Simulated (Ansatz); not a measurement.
# Direct or indirect: LuTlTeSe (R3m)

```xyz
4
Lattice="2.1257 1.2273 8.0140 -2.1257 1.2273 8.0140 0.0000 -2.4546 8.0140" Properties=species:S:1:pos:R:3 pbc="T T T"
Tl    0.0000    0.0000   -0.0495
Lu    0.0000    0.0000   12.1570
Te    0.0000    0.0000   18.3615
Se    0.0000    0.0000    5.5939
```

Method: Ansatz, PBE, independent particles, without spin-orbit coupling, line width 0.15 eV (Gaussian). The band structure gives a fundamental gap of 0.93 eV. The spectrum of vertical transitions near the edge:

```json
{"E (eV)": "0.48", "Im ε, E ∥ xy": "0.00", "Im ε, E ∥ z": "0.00"}
{"E (eV)": "0.60", "Im ε, E ∥ xy": "0.00", "Im ε, E ∥ z": "0.00"}
{"E (eV)": "0.72", "Im ε, E ∥ xy": "0.00", "Im ε, E ∥ z": "0.00"}
{"E (eV)": "0.84", "Im ε, E ∥ xy": "0.00", "Im ε, E ∥ z": "0.00"}
{"E (eV)": "0.96", "Im ε, E ∥ xy": "0.00", "Im ε, E ∥ z": "0.00"}
{"E (eV)": "1.08", "Im ε, E ∥ xy": "0.00", "Im ε, E ∥ z": "0.00"}
{"E (eV)": "1.20", "Im ε, E ∥ xy": "0.00", "Im ε, E ∥ z": "0.00"}
{"E (eV)": "1.32", "Im ε, E ∥ xy": "0.00", "Im ε, E ∥ z": "0.00"}
{"E (eV)": "1.44", "Im ε, E ∥ xy": "0.00", "Im ε, E ∥ z": "0.00"}
{"E (eV)": "1.56", "Im ε, E ∥ xy": "0.00", "Im ε, E ∥ z": "0.02"}
{"E (eV)": "1.68", "Im ε, E ∥ xy": "0.00", "Im ε, E ∥ z": "0.11"}
{"E (eV)": "1.80", "Im ε, E ∥ xy": "0.01", "Im ε, E ∥ z": "0.24"}
{"E (eV)": "1.92", "Im ε, E ∥ xy": "0.02", "Im ε, E ∥ z": "0.36"}
{"E (eV)": "2.04", "Im ε, E ∥ xy": "0.05", "Im ε, E ∥ z": "0.45"}
{"E (eV)": "2.16", "Im ε, E ∥ xy": "0.19", "Im ε, E ∥ z": "0.54"}
{"E (eV)": "2.28", "Im ε, E ∥ xy": "0.76", "Im ε, E ∥ z": "0.76"}
{"E (eV)": "2.40", "Im ε, E ∥ xy": "2.63", "Im ε, E ∥ z": "1.25"}
{"E (eV)": "2.52", "Im ε, E ∥ xy": "7.73", "Im ε, E ∥ z": "2.33"}
{"E (eV)": "2.64", "Im ε, E ∥ xy": "15.18", "Im ε, E ∥ z": "4.33"}
{"E (eV)": "2.76", "Im ε, E ∥ xy": "19.03", "Im ε, E ∥ z": "7.38"}
{"E (eV)": "2.88", "Im ε, E ∥ xy": "16.76", "Im ε, E ∥ z": "10.61"}
{"E (eV)": "3.00", "Im ε, E ∥ xy": "13.14", "Im ε, E ∥ z": "13.48"}
{"E (eV)": "3.12", "Im ε, E ∥ xy": "11.35", "Im ε, E ∥ z": "16.73"}
{"E (eV)": "3.24", "Im ε, E ∥ xy": "11.10", "Im ε, E ∥ z": "21.44"}
{"E (eV)": "3.36", "Im ε, E ∥ xy": "11.70", "Im ε, E ∥ z": "26.63"}
{"E (eV)": "3.48", "Im ε, E ∥ xy": "13.22", "Im ε, E ∥ z": "29.54"}
```

Q: Is the gap direct or indirect, and about where do vertical transitions set in?

A: Indirect, by the band path, whose least direct gap is 1.68 eV. The curves fit this: they stay near zero above 0.93 eV and rise only from about 1.7 eV, though a forbidden direct transition would look alike. Lines are broadened by 0.15 eV, which spreads the edge, and phonons, which would give weak absorption from the fundamental gap up, are left out. Along the first axis the transitions at the gap are weak, so the curve there climbs slowly.

Cells made by substitution are models, which may or may not match a known phase.

[Logs are printed without paths, hosts, clocks, repeated set-up lines and the standing remarks that a program may print on its own settings, such as how far it seeks lower states.]
